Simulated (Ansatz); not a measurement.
# NbZn3: which shell does photoemission see at 21.2 and 40.8 eV? (r²SCAN)

The valence band of NbZn3 mixes several shells. Work out by hand which one leads the spectrum's area at each photon energy.

Filled states come from the projected DOS of Ansatz 0.2.0 (r²SCAN, plane waves); cross sections σ and asymmetry parameters β are those of free atoms in a Dirac–Hartree–Slater calculation. A shell's area is states × σ × angular factor, which is 1 + β·P₂(cos θ) for linear light, with θ = 10° from the polarisation and P₂ = 0.955.

**At 21.2 eV** (states counted from 11.1 eV below the zero; other shells add 0.65 to the products' sum of 50.8):

```
shell  filled states a cell  cross section (Mb an electron)     β  angular factor  product  share by hand (%)  share in the simulated spectrum (%)
Nb 4d                  5.32                            5.05  0.44            1.42     38.2                 75                                   75
Zn 3d                 29.84                           0.394  0.01            1.01     11.9                 23                                   23
```

**At 40.8 eV** (states counted from 11.1 eV below the zero; other shells add 0.58 to the products' sum of 32.7):

| shell | filled states a cell | cross section (Mb an electron) | β | angular factor | product | share by hand (%) | share in the simulated spectrum (%) |
| --- | --- | --- | --- | --- | --- | --- | --- |
| Nb 4d | 5.32 | 1.07 | 1.12 | 2.07 | 11.8 | 36 | 36 |
| Zn 3d | 29.84 | 0.759 | -0.10 | 0.90 | 20.4 | 62 | 62 |

Nb 4d leads at 21.2 eV and Zn 3d at 40.8 eV. Between the two energies σ of Nb 4d changes by a factor 0.21 and that of Zn 3d by 1.9, so their ratio moves 9.1-fold in favour of the second. The simulated spectrum uses the same rule on the energy-resolved DOS, so the two share columns agree within a few points.

Only crystals where the two columns agree within 4 points and the lead is clear are worked in this form. Free-atom cross sections ignore the solid's final states, no escape depth or background enters, and the count of states a shell hangs on the projection.

[Logs are printed without paths, hosts, clocks, repeated set-up lines and the standing remarks that a program may print on its own settings, such as how far it seeks lower states.]
